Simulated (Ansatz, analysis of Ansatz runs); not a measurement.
# GdTaO4 (P2/c): a line between two O sites for an added hole, part 2 of 3

Question: does an added hole stay on the O atom where it is started in GdTaO4 (P2/c), and if so, how high is the barrier for a hop to another O site nearby? Model: a cell of 48 host atoms.

Ansatz 0.2.0; plane-wave PAW DFT, PBEsol+U; relaxation of all atoms of a supercell at fixed charge in a uniform background; PAW set soft_1.

So far. Step 2 (The cell without the carrier): The largest displacement from an ideal site is 0.015 Å.

## Step 3: The hole on the first site

The nearest neighbour or neighbours of the site start displaced and the site's starting moment is changed by the carrier's spin, since a carrier doesn't trap itself in the undistorted lattice.

File A.relax/input.yaml:

```yaml
crystal:
  lattice:
    - [-5.79537023, 5.49046619, 5.32125646]
    - [4.52894369, -5.49046619, 5.29342299]
    - [5.79537023, 5.49046619, -5.32125646]
  atoms:
    - { symbol: Gd, position: [0.492523, 0.373621, 0.095815], spin: 7.0 }
    - { symbol: Gd, position: [0.490239, 0.87411, 0.615924], spin: 7.0 }
    - { symbol: Gd, position: [0.990231, 0.374087, 0.61593], spin: 7.0 }
    - { symbol: Gd, position: [0.990207, 0.874082, 0.115921], spin: 7.0 }
    - { symbol: Gd, position: [0.007652, 0.124094, 0.883386], spin: -7.0 }
    - { symbol: Gd, position: [0.007661, 0.62406, 0.383399], spin: -7.0 }
    - { symbol: Gd, position: [0.507689, 0.12409, 0.383372], spin: -7.0 }
    - { symbol: Gd, position: [0.507592, 0.624046, 0.88336], spin: -7.0 }
    - { symbol: Ta, position: [0.260147, 0.373443, 0.409453] }
    - { symbol: Ta, position: [0.278766, 0.874076, 0.904477] }
    - { symbol: Ta, position: [0.778785, 0.374084, 0.904532] }
    - { symbol: Ta, position: [0.778875, 0.874087, 0.404567] }
    - { symbol: Ta, position: [0.219068, 0.124091, 0.594779] }
    - { symbol: Ta, position: [0.219029, 0.624095, 0.094768] }
    - { symbol: Ta, position: [0.719041, 0.124039, 0.094762] }
    - { symbol: Ta, position: [0.742251, 0.646238, 0.616705] }
    - { symbol: O, position: [0.222554, 0.366298, 0.582686] }
    - { symbol: O, position: [0.222584, 0.866324, 0.082696] }
    - { symbol: O, position: [0.722569, 0.366361, 0.082722] }
    - { symbol: O, position: [0.722547, 0.866317, 0.582715] }
    - { symbol: O, position: [0.464812, 0.381897, 0.356065], spin: 1.0 }
    - { symbol: O, position: [0.464709, 0.881823, 0.856002] }
    - { symbol: O, position: [0.964724, 0.381815, 0.856027] }
    - { symbol: O, position: [0.964837, 0.881926, 0.356062] }
    - { symbol: O, position: [0.275411, 0.131885, 0.416668] }
    - { symbol: O, position: [0.275225, 0.631761, 0.916528] }
    - { symbol: O, position: [0.775258, 0.131794, 0.916569] }
    - { symbol: O, position: [0.775426, 0.631954, 0.416669] }
    - { symbol: O, position: [0.033134, 0.116317, 0.643295] }
    - { symbol: O, position: [0.033113, 0.616305, 0.143264] }
    - { symbol: O, position: [0.533127, 0.116324, 0.143261] }
    - { symbol: O, position: [0.533153, 0.616344, 0.643315] }
    - { symbol: O, position: [0.257828, 0.428366, 0.08404] }
    - { symbol: O, position: [0.257867, 0.92839, 0.584152] }
    - { symbol: O, position: [0.757903, 0.428369, 0.584068] }
    - { symbol: O, position: [0.757822, 0.928302, 0.083996] }
    - { symbol: O, position: [0.404027, 0.319819, 0.829328] }
    - { symbol: O, position: [0.404045, 0.819843, 0.329313] }
    - { symbol: O, position: [0.904066, 0.319755, 0.329265] }
    - { symbol: O, position: [0.904081, 0.81981, 0.829293] }
    - { symbol: O, position: [0.24, 0.069834, 0.915288] }
    - { symbol: O, position: [0.240039, 0.569816, 0.415262] }
    - { symbol: O, position: [0.740044, 0.069802, 0.415256] }
    - { symbol: O, position: [0.739994, 0.569823, 0.915313] }
    - { symbol: O, position: [0.093849, 0.178306, 0.169985] }
    - { symbol: O, position: [0.09375, 0.678296, 0.669952] }
    - { symbol: O, position: [0.593747, 0.178399, 0.670023] }
    - { symbol: O, position: [0.593886, 0.678383, 0.170018] }
total_charge: 1
basis:
  ecutwfc: 420
  xc_grid: 2
hamiltonian:
  xc: pbesol
  hubbard:
    sites: [{ species: Gd, l: f, u_eff: 6.0 }, { species: O, l: p, u_eff: 5.0 }]
    projectors: ortho-atomic
  pseudopotentials: { kind: paw, azcp: { folder: soft_1 }, xc_functional: pbe }
kpoints:
  mp_grid: { grid: [1, 1, 1] }
magnetization:
  spin_polarized: true
  initial_magnetization: 1
  spin_locking: { lock_magnetization: hard }
scf:
  occupations: { method: fermi_dirac, width: 0.01 }
  max_iter: 120
  lower_state_search: "off"
output:
  forces: true
relax:
  f_tol: 0.015
  max_steps: 70
  escape_saddle: false
checkpoint:
  write: "../A.relax.run"
  compress: false
  write_wavefunctions: true
  write_every: 100000
```

Started as:

```sh
$ ansatz run input.yaml --threads 4 --pin off --max-ram 17899MiB --backend cpu --events-out ev --progress --plain --runs-dir out
```

Numbers of over 12 decimals in the logs are rounded to 6 here.

The program printed:

```text
[...]
Crystal: 48 atoms, lattice volume = 601.503 Å³
Basis set: ecut = 420 eV, 11725 PW (Γ), exchange–correlation on 144×120×144 points (8 copies of the dense FFT grid, shifted against one another)
Bands: 268, of which v1, the nominal top of the filled ones, is band 220 counted from 1 (219 counted from 0)
Symmetry: 1 space group operations
[...]
k-points: 1
[...]
Starting moments: Σ|m| = 57 μB on 9 of 48 sites
[...]
SCF iter   1: F=—  HF=-170216.517850 eV  |F-HF|=—  |Δ(HF+E_count)|=         —  Δρ=1.77e-1 (↑1.77e-1 ↓1.77e-1)  dr2=4.47e1  dr2_m=1.65e2  M=1.000 μB ∫|m|=59.098 μB  β_m=0.30  ethr=3.10e-3  ⟨swp⟩=6.0  Hψ=1960  notcnv=0
[...]
SCF iter  14: F=-170247.144883 eV  HF=-170247.144881 eV  |F-HF|=2.54e-6  |Δ(HF+E_count)|=   1.49e-5  Δρ=3.00e-5 (↑7.22e-6 ↓3.00e-5)  dr2=2.79e-6  dr2_m=1.29e-6  M=1.000 μB ∫|m|=57.718 μB  ethr=1.16e-9  ⟨swp⟩=5.0  Hψ=1922  notcnv=0
SCF 1 converged in 14 iterations: F = -170247.144883 eV  dr2 = 2.79e-6
[...]
relax step   1: F+E_penalty+E_count = -170247.14488322 eV  Δ(F+E_penalty+E_count) = +0.000e0 eV  max|allowed force component| = 5.788e0 eV/Å  Δτ_max = 0.0000 Å  (14 SCF iters, dr2 threshold 5.63e-6 eV, accepted)
[...]
relax step   2: F+E_penalty+E_count = -170248.03160800 eV  Δ(F+E_penalty+E_count) = -8.867e-1 eV  max|allowed force component| = 1.167e0 eV/Å  Δτ_max = 0.1939 Å  (11 SCF iters, dr2 threshold 1.00e-4 eV, accepted)
relax step   3: F+E_penalty+E_count = -170248.35446993 eV  Δ(F+E_penalty+E_count) = -3.229e-1 eV  max|allowed force component| = 5.050e-1 eV/Å  Δτ_max = 0.0789 Å  (6 SCF iters, dr2 threshold 8.51e-5 eV, accepted)
relax step   4: F+E_penalty+E_count = -170248.29788412 eV  Δ(F+E_penalty+E_count) = +5.659e-2 eV  max|allowed force component| = 9.406e-1 eV/Å  Δτ_max = 0.1837 Å  (7 SCF iters, dr2 threshold 1.59e-5 eV, rejected (line search))
relax step   5: F+E_penalty+E_count = -170248.42864757 eV  Δ(F+E_penalty+E_count) = -7.418e-2 eV  max|allowed force component| = 1.154e-1 eV/Å  Δτ_max = 0.0743 Å  (10 SCF iters, accepted)
relax step   6: F+E_penalty+E_count = -170248.43250297 eV  Δ(F+E_penalty+E_count) = -3.855e-3 eV  max|allowed force component| = 9.892e-2 eV/Å  Δτ_max = 0.0129 Å  (8 SCF iters, dr2 threshold 8.32e-7 eV, accepted)
relax step   7: F+E_penalty+E_count = -170248.43800198 eV  Δ(F+E_penalty+E_count) = -5.499e-3 eV  max|allowed force component| = 1.423e-1 eV/Å  Δτ_max = 0.0390 Å  (8 SCF iters, dr2 threshold 6.12e-7 eV, accepted)
relax step   8: F+E_penalty+E_count = -170248.43396275 eV  Δ(F+E_penalty+E_count) = +4.039e-3 eV  max|allowed force component| = 2.110e-1 eV/Å  Δτ_max = 0.1661 Å  (9 SCF iters, dr2 threshold 1.49e-5 eV, rejected (line search))
relax step   9: F+E_penalty+E_count = -170248.44496068 eV  Δ(F+E_penalty+E_count) = -6.959e-3 eV  max|allowed force component| = 8.638e-2 eV/Å  Δτ_max = 0.0633 Å  (10 SCF iters, accepted)
relax step  10: F+E_penalty+E_count = -170248.32767080 eV  Δ(F+E_penalty+E_count) = +1.173e-1 eV  max|allowed force component| = 1.453e0 eV/Å  Δτ_max = 0.1000 Å  (10 SCF iters, dr2 threshold 2.75e-6 eV, rejected (line search))
relax step  11: F+E_penalty+E_count = -170248.44622714 eV  Δ(F+E_penalty+E_count) = -1.266e-3 eV  max|allowed force component| = 5.543e-2 eV/Å  Δτ_max = 0.0486 Å  (13 SCF iters, accepted)
relax step  12: F+E_penalty+E_count = -170248.44667312 eV  Δ(F+E_penalty+E_count) = -4.460e-4 eV  max|allowed force component| = 3.514e-2 eV/Å  Δτ_max = 0.0118 Å  (8 SCF iters, dr2 threshold 1.13e-6 eV, accepted)
relax step  13: F+E_penalty+E_count = -170248.44673554 eV  Δ(F+E_penalty+E_count) = -6.242e-5 eV  max|allowed force component| = 2.069e-2 eV/Å  Δτ_max = 0.0052 Å  (6 SCF iters, dr2 threshold 4.96e-7 eV, accepted)
relax step  14: F+E_penalty+E_count = -170248.44524726 eV  Δ(F+E_penalty+E_count) = +1.488e-3 eV  max|allowed force component| = 1.385e-1 eV/Å  Δτ_max = 0.0093 Å  (8 SCF iters, rejected (line search))
SCF iter   1: F=—  HF=-170248.442940 eV  |F-HF|=—  |Δ(HF+E_count)|=         —  Δρ=1.29e-3 (↑1.12e-3 ↓1.29e-3)  dr2=1.11e-3  dr2_m=7.37e-3  M=1.000 μB ∫|m|=57.728 μB  β_m=0.30  ethr=2.49e-6  ⟨swp⟩=6.0  Hψ=1344  notcnv=0  defer=81
[...]
SCF iter   8: F=-170248.446815 eV  HF=-170248.446815 eV  |F-HF|=2.08e-8  |Δ(HF+E_count)|=   1.95e-7  Δρ=3.30e-6 (↑1.02e-6 ↓3.30e-6)  dr2=4.46e-8  dr2_m=1.57e-8  M=1.000 μB ∫|m|=57.726 μB  ethr=2.28e-11  ⟨swp⟩=4.0  Hψ=2334  notcnv=0
SCF 15 converged in 8 iterations: F = -170248.446815 eV  dr2 = 4.46e-8
relax step  15: F+E_penalty+E_count = -170248.44681514 eV  Δ(F+E_penalty+E_count) = -7.960e-5 eV  max|allowed force component| = 2.782e-3 eV/Å  Δτ_max = 0.0045 Å  (8 SCF iters, accepted)
NSCF: frozen V_eff on 1 k-points
[...]
SCF converged after 8 iterations
[...]
Magnetization: 1.0000 μB (220.0000 up, 219.0000 down)
Absolute magnetization: 57.7369 μB (∫|ρ↑−ρ↓|, with the PAW one-centre terms)
[...]
Per-site moments (μB) at R_I (Å): [(6.860498, 0.948029), (6.857227, 0.943526), (6.864732, 0.952018), [... 45 left out ...]
Free energy (F): -170248.446815 eV
[...]
Internal energy: -170248.446815 eV  (E = F + TS)
E sigma→0 (E₀):  -170248.446815 eV
Fermi energy:    10.345312 (↑ 11.715889, ↓ 10.344038) eV
[...]
--- Forces (eV/Å), atoms counted from 1 ---
  atom   1  Gd     0.00050666    -0.00031598    -0.00117340
  atom   2  Gd     0.00023742     0.00009984     0.00033988
  [... 6 atoms left out ...]
  atom   9  Ta    -0.00197112     0.00077032     0.00025169
  [... 6 atoms left out ...]
  atom  16  Ta     0.00100808    -0.00016591    -0.00186283
  atom  17  O     -0.00055457    -0.00041020    -0.00090665
  [... 2 atoms left out ...]
  atom  20  O      0.00013922     0.00093578    -0.00097172
  atom  21  O      0.00080414    -0.00055583     0.00016300
  [... 3 atoms left out ...]
  atom  25  O      0.00158158     0.00060220    -0.00123452
  [... 2 atoms left out ...]
  atom  28  O     -0.00057036    -0.00152631     0.00248427
  [... 3 atoms left out ...]
  atom  32  O     -0.00105675    -0.00071703    -0.00157293
  [... 2 atoms left out ...]
  atom  35  O     -0.00068128    -0.00041312     0.00030760
  [... 6 atoms left out ...]
  atom  42  O     -0.00021470    -0.00026122     0.00037474
  [... 6 atoms left out ...]
  max |Σ_I F_I| component: 6.32e-5 eV/Å
--- Band table (eV) ---
[...]
Occupation matrices written to <dir>
--- Relaxed structure (15 steps of the walk, 11 accepted, 0 SCFs on fresh bases) ---
  F+E_penalty+E_count = -170248.44681514 eV   max|allowed force component| = 2.782e-3 eV/Å
  atoms:
    - { symbol: Gd, position: [0.493640, 0.376142, 0.108222] }
    - { symbol: Gd, position: [0.492757, 0.879326, 0.617231] }
    [... 6 atoms left out ...]
    - { symbol: Ta, position: [0.263638, 0.373607, 0.407725] }
    [... 6 atoms left out ...]
    - { symbol: Ta, position: [0.740363, 0.640409, 0.609911] }
    - { symbol: O, position: [0.219782, 0.369785, 0.588484] }
    [... 2 atoms left out ...]
    - { symbol: O, position: [0.729398, 0.870782, 0.589941] }
    - { symbol: O, position: [0.430609, 0.346474, 0.325987] }
    [... 3 atoms left out ...]
    - { symbol: O, position: [0.270456, 0.131619, 0.419074] }
    [... 2 atoms left out ...]
    - { symbol: O, position: [0.768018, 0.627022, 0.413322] }
    [... 3 atoms left out ...]
    - { symbol: O, position: [0.528105, 0.587533, 0.613728] }
    [... 2 atoms left out ...]
    - { symbol: O, position: [0.749237, 0.424371, 0.574562] }
    [... 6 atoms left out ...]
    - { symbol: O, position: [0.240044, 0.576555, 0.422111] }
    [... 6 atoms left out ...]
```

It took 2.9 min on 4 threads of Arm Neoverse V1, shared host; peak memory 1.4 GiB.

Step by step:

```tsv
step	energy less that of the first step (eV)	largest force component (eV/Å)
1	0.0000	5.7876
2	-0.8867	1.1671
3	-1.2096	0.5050
4	-1.1530	0.9406
5	-1.2838	0.1154
6	-1.2876	0.0989
7	-1.2931	0.1423
8	-1.2891	0.2110
9	-1.3001	0.0864
10	-1.1828	1.4529
11	-1.3013	0.0554
12	-1.3018	0.0351
13	-1.3019	0.0207
14	-1.3004	0.1385
15	-1.3019	0.0028
```

Relaxation steps 4, 8, 10, 14 were tried and not accepted.

The atoms that moved most (Å):

```tsv
atom	dx	dy	dz	length
O21	-0.137	-0.158	-0.209	0.296
O32	-0.273	-0.032	-0.022	0.275
Gd1	0.077	0.060	-0.047	0.108
O40	0.040	0.075	0.064	0.107
O46	0.071	-0.043	-0.042	0.092
O35	-0.023	-0.078	-0.017	0.083
O17	0.065	-0.003	-0.027	0.071
O42	0.070	0.001	-0.001	0.070
```

The moves above count from the input, in which the site's nearest neighbours were already displaced; the distances below compare with the cell without the carrier.

Distances from O21 without and with the hole:

```tsv
atom	without (Å)	with (Å)
Ta9	1.98	2.05
Ta16	2.18	2.64
O32	2.42	2.35
Gd1	2.38	2.45
Gd7	2.54	2.53
```

The largest changes of the moments are 0.75 μB on O21, 0.09 μB on O32 and 0.05 μB on O45. The largest part sits on the chosen site.

## Step 4: The hole on the second site

The same start is made on the second site, to get the end of the hop.

File B.relax/input.yaml:

```yaml
crystal:
  lattice:
    - [-5.79537023, 5.49046619, 5.32125646]
    - [4.52894369, -5.49046619, 5.29342299]
    - [5.79537023, 5.49046619, -5.32125646]
  atoms:
    - { symbol: Gd, position: [0.490182, 0.374066, 0.115903], spin: 7.0 }
    - { symbol: Gd, position: [0.490239, 0.87411, 0.615924], spin: 7.0 }
[... 6 atom lines left out ...]
    - { symbol: Ta, position: [0.255458, 0.351814, 0.382496] }
[... 6 atom lines left out ...]
    - { symbol: Ta, position: [0.737841, 0.624724, 0.589766] }
[... 4 atom lines left out ...]
    - { symbol: O, position: [0.464812, 0.381897, 0.356065] }
[... 10 atom lines left out ...]
    - { symbol: O, position: [0.533153, 0.616344, 0.643315], spin: 1.0 }
[... 2 atom lines left out ...]
    - { symbol: O, position: [0.757903, 0.428369, 0.584068] }
[... 6 atom lines left out ...]
    - { symbol: O, position: [0.240039, 0.569816, 0.415262] }
[... 5 atom lines left out ...]
    - { symbol: O, position: [0.593886, 0.678383, 0.170018] }
total_charge: 1
basis:
  ecutwfc: 420
  xc_grid: 2
hamiltonian:
  xc: pbesol
  hubbard:
    sites: [{ species: Gd, l: f, u_eff: 6.0 }, { species: O, l: p, u_eff: 5.0 }]
    projectors: ortho-atomic
  pseudopotentials: { kind: paw, azcp: { folder: soft_1 }, xc_functional: pbe }
kpoints:
  mp_grid: { grid: [1, 1, 1] }
magnetization:
  spin_polarized: true
  initial_magnetization: 1
  spin_locking: { lock_magnetization: hard }
scf:
  occupations: { method: fermi_dirac, width: 0.01 }
  max_iter: 120
  lower_state_search: "off"
output:
  forces: true
relax:
  f_tol: 0.015
  max_steps: 70
  escape_saddle: false
checkpoint:
  write: "../B.relax.run"
  compress: false
  write_wavefunctions: true
  write_every: 100000
```

The program printed:

```text
[...]
Crystal: 48 atoms, lattice volume = 601.503 Å³
Basis set: ecut = 420 eV, 11725 PW (Γ), exchange–correlation on 144×120×144 points (8 copies of the dense FFT grid, shifted against one another)
Bands: 268, of which v1, the nominal top of the filled ones, is band 220 counted from 1 (219 counted from 0)
Symmetry: 1 space group operations
[...]
k-points: 1
[...]
Starting moments: Σ|m| = 57 μB on 9 of 48 sites
[...]
SCF iter   1: F=—  HF=-170216.483468 eV  |F-HF|=—  |Δ(HF+E_count)|=         —  Δρ=1.77e-1 (↑1.77e-1 ↓1.77e-1)  dr2=4.50e1  dr2_m=1.65e2  M=1.000 μB ∫|m|=59.050 μB  β_m=0.30  ethr=3.10e-3  ⟨swp⟩=6.0  Hψ=1964  notcnv=0
[...]
F+E_penalty+E_count = -170248.45003210 eV   max|allowed force component| = 2.659e-3 eV/Å
  atoms:
    - { symbol: Gd, position: [0.488149, 0.371494, 0.113652] }
    - { symbol: Gd, position: [0.493443, 0.880808, 0.617421] }
[...]
- { symbol: Ta, position: [0.257423, 0.357632, 0.389266] }
[...]
- { symbol: Ta, position: [0.734196, 0.624526, 0.591593] }
    - { symbol: O, position: [0.229774, 0.371058, 0.585904] }
[...]
- { symbol: O, position: [0.727193, 0.866347, 0.580147] }
    - { symbol: O, position: [0.469771, 0.410710, 0.385695] }
[...]
- { symbol: O, position: [0.268382, 0.127320, 0.409272] }
[...]
- { symbol: O, position: [0.778049, 0.628361, 0.410790] }
    [... 3 atoms left out ...]
    - { symbol: O, position: [0.568094, 0.651904, 0.674544] }
    [... 2 atoms left out ...]
    - { symbol: O, position: [0.757870, 0.421616, 0.577176] }
    [... 6 atoms left out ...]
    - { symbol: O, position: [0.248933, 0.573935, 0.425066] }
    [... 6 atoms left out ...]
[key lines of the parts left out:]
SCF converged after 8 iterations
Magnetization: 1.0000 μB (220.0000 up, 219.0000 down)
Free energy (F): -170248.450032 eV
Fermi energy:    10.349339 (↑ 11.718172, ↓ 10.347764) eV
```

It took 3 min on 4 threads; peak memory 1.4 GiB.

Distances from O32 without and with the hole:

```tsv
atom	without (Å)	with (Å)
Ta16	1.98	2.05
Ta9	2.19	2.65
O21	2.42	2.35
Gd8	2.38	2.44
```

The largest changes of the moments are 0.75 μB on O32, 0.09 μB on O21 and 0.05 μB on O40. The largest part sits on the chosen site.

(Part 2 of 3 ends here.)

[Logs are printed without paths, hosts, clocks, repeated set-up lines and the standing remarks that a program may print on its own settings, such as how far it seeks lower states.]

[Hosts, paths, dates, database ids (printed as entryN), source tags and the programs' standing remarks are cut or masked in the printed files.]
